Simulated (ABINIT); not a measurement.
Planning a run of ABINIT 10.8.3 on BiOCl (P4/nmm). The input:

```
acell 3*1.0 Angstrom
rprim 
  3.885510000000 0.000000000000 0.000000000000
  0.000000000000 3.885510000000 0.000000000000
  0.000000000000 0.000000000000 7.348900000000
ntypat 3
znucl 83 17 8
natom 6
typat 1 1 2 2 3 3
xred 
  0.500000000000 0.000000000000 0.329040000000
  0.000000000000 0.500000000000 0.670960000000
  0.000000000000 0.500000000000 0.147200000000
  0.500000000000 0.000000000000 0.852800000000
  0.000000000000 0.000000000000 0.500000000000
  0.500000000000 0.500000000000 0.500000000000
pp_dirpath "pseudos"
pseudos "Bi.upf, Cl.upf, O.upf"
ecut 42
ngkpt 4 4 2
nshiftk 1
shiftk 0 0 0
kptopt 1
chksymbreak 0
istwfk *1
occopt 1
irdwfk 1
optdriver 3
nband 81
ecuteps 3.2
inclvkb 2
awtr 1
symchi 1
gwcalctyp 28
mbpt_sciss 1.822 eV
nqptdm 1
qptdm 
  0 0 0
indata_prefix "in"
outdata_prefix "out"
tmpdata_prefix "tmp"
```

```sh
OMP_NUM_THREADS=1 mpirun -n 8 abinit run.abi > log
```

Estimate wall time and host memory on 8 MPI ranks of Intel Xeon 6975P-C (Granite Rapids), shared host.

It took 26 s; on shared hardware allow 13 s to 52 s. Peak host memory was 4.5 GiB.

[Paths, hosts, dates, memory and timing lines, banners, echoed tables and standing remarks are left out of the program output.]

[Logs are printed without paths, hosts, clocks, repeated set-up lines and the standing remarks that a program may print on its own settings, such as how far it seeks lower states.]

[Runs of the session that timed out or met a known fault of the program may be left out.]

[Hosts, paths, dates, database ids (printed as entryN), source tags and the programs' standing remarks are cut or masked in the printed files.]

[G0W0 gaps are taken among the corrected bands and points alone; a level outside them can change the order at an edge.]

[Where Ansatz stands beside ABINIT at settings called matched, ABINIT's density can come from a denser mesh and the files from another edition; pairs whose starting gaps differed by over 0.03 eV were left out, so agreement reads better than it is.]
